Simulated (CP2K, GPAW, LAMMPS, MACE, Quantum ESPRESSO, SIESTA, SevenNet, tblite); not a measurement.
**Other levels on amorphous 43Bi2O3-57BaO (mol %) (99 atoms)**

Density of this cell: 9.49 g/cm³. The cell holds 99 atoms: 26 Bi, 17 Ba and 56 O. Its edges and angles: a = 11.487 Å, b = 11.487 Å, c = 11.487 Å, α = 90.0°, β = 90.0°, γ = 90.0°. 99 atoms (26 Gd, 17 Ba, 56 O) placed at random at 8.51 g/cm³, melted at 5000 K for 10 ps at fixed volume with the Morse and Coulomb pair potential with partial charges (Pedone, Malavasi, Menziani, Cormack and Segre, J. Phys. Chem. B 110, 11780 (2006)). Quenched from 5000 K to 300 K at 50 K/ps and fixed volume, held 5 ps, then minimised at fixed cell. Then Gd was replaced by Bi and the cell scaled by 1.02 (the potential has no terms for the new elements, so the cell is a start for a DFT relaxation).

Geometry: as built.

The reference, a calculation:

| Item | Value |
| --- | --- |
| method | Kohn-Sham DFT, PBE, SSSP efficiency 1.3.0 pseudopotentials, plane waves (Quantum ESPRESSO 7.5); sssp-pbe-1.3.0-efficiency, cutoffs 60/480 Ry, Γ point |
| r.m.s. force component | 0.6952 eV/Å |
| longest force | 2.42 eV/Å |
| pressure | 21.23 GPa |
| gap (highest filled to lowest empty level) | 1.235 eV |
| time | 13 min on 4 MPI ranks of Arm Neoverse V1, shared host |
| CPU time | 51 min |

**Question.** The same geometry is run in other programs. How far does each lie from the reference, and what does it cost?
- CP2K PBE, SZV-MOLOPT-SR, 600/50 Ry, diagonalisation (CP2K 2026.2; 2 threads)
- GPAW PBE, LCAO szp(dzp), h 0.18 Å (GPAW 26.7.0; 1 thread)
- SIESTA PBE, SZ, shift 0.01 Ry, mesh 500 Ry (SIESTA 5.4.2; 1 thread)
- GPAW PBE, LCAO dzp, h 0.15 Å (GPAW 26.7.0; 2 MPI ranks)
- GPAW PBE, LCAO dzp, h 0.18 Å (GPAW 26.7.0; 2 MPI ranks)
- SIESTA PBE, SZ, shift 0.02 Ry, mesh 500 Ry (SIESTA 5.4.2; 1 thread)
- SevenNet 0 potential (SevenNet 0; 1 thread)
- SIESTA PBE, DZP, shift 0.01 Ry, mesh 500 Ry (SIESTA 5.4.2; 4 MPI ranks)
- MACE MP-0b3 medium potential (MACE MP-0b3 medium; 1 thread)
- CP2K PBE, DZVP-UZH, 600/50 Ry, diagonalisation (CP2K 2026.2; 4 MPI ranks)

Differences are against the plane-wave reference, forces as r.m.s. over components; share is that over the reference's r.m.s. force, slope the least-squares factor from reference forces to these. Total energies of different programs have different zeros and aren't compared.

```
                                                         run  Δ force, r.m.s. (meV/Å)  share (%)  slope  Δ pressure (GPa)  Δ gap (eV)  cores  CPU time  memory (GiB)
                                                   reference                        -          -      -                 -           -      4    51 min           5.3
CP2K PBE, SZV-MOLOPT-SR, 600/50 Ry, diagonalisation (coarse)                      698        100  1.634              24.5      -0.559      2   6.2 min           4.7
                  GPAW PBE, LCAO szp(dzp), h 0.18 Å (coarse)                      180       25.9  1.168                 -      -0.132      1    11 min           2.6
         SIESTA PBE, SZ, shift 0.01 Ry, mesh 500 Ry (coarse)                      639       92.0  1.600              11.3      -0.472      1     3 min           1.2
                                GPAW PBE, LCAO dzp, h 0.15 Å                      111       15.9  1.110                 -     -0.0389      2    26 min           4.9
                                GPAW PBE, LCAO dzp, h 0.18 Å                      112       16.1  1.107                 -     -0.0403      2    17 min           3.4
         SIESTA PBE, SZ, shift 0.02 Ry, mesh 500 Ry (coarse)                      606       87.2  1.490              1.10      -0.553      1   2.5 min           1.1
                                        SevenNet 0 potential                      188       27.1  0.914             -1.57           -      1     9.8 s          0.93
                 SIESTA PBE, DZP, shift 0.01 Ry, mesh 500 Ry                      341       49.0  1.304              2.57       0.117      4    10 min           3.3
                                MACE MP-0b3 medium potential                      168       24.2  0.889            -0.674           -      1      11 s           1.1
              CP2K PBE, DZVP-UZH, 600/50 Ry, diagonalisation                     91.9       13.2  1.077              4.63     -0.0802      4    11 min           8.8
```

Rows marked coarse were listed beforehand as settings not expected to be converged; some can still land near the reference.

Times of the machine-learned potentials are mostly Python's start and the loading of weights.

CPU time is summed over cores on a shared host, where runs went side by side, so it is rough. Symmetry, cutoffs, thresholds, outputs and thread counts weren't matched or tuned between programs; memory under MPI is the largest rank's times the ranks.

The PBE runs in local orbitals, coarse settings apart, differ by 13 % (CP2K PBE, DZVP-UZH, 600/50 Ry, diagonalisation) to 49 % (SIESTA PBE, DZP, shift 0.01 Ry, mesh 500 Ry); basis, grid and potentials can all enter. Machine-learned potentials differ by 24 % (MACE MP-0b3 medium potential) to 27 % (SevenNet 0 potential); they were trained on other programs' data. Runs with settings chosen to be coarse differ by 26 % (GPAW PBE, LCAO szp(dzp), h 0.18 Å) to 100 % (CP2K PBE, SZV-MOLOPT-SR, 600/50 Ry, diagonalisation), their programs' other errors included. Of the electronic-structure runs that take under half the reference's CPU time, CP2K PBE, DZVP-UZH, 600/50 Ry, diagonalisation comes nearest, at 13 % in 11 min against 51 min; its pressure misses by +4.6 GPa. Machine-learned potentials mimic data converged in k, so the reference's own k-point error enters their differences. The network of bonds at the start is that of the classical potential that made the cell, and needn't be the one that DFT or experiment would give. The electronic-structure runs sample only Γ, in a cell whose shortest periodic width is 11 Å.

[Logs are printed without paths, hosts, clocks, repeated set-up lines and the standing remarks that a program may print on its own settings, such as how far it seeks lower states.]

[Hosts, paths, dates, database ids (printed as entryN), source tags and the programs' standing remarks are cut or masked in the printed files.]
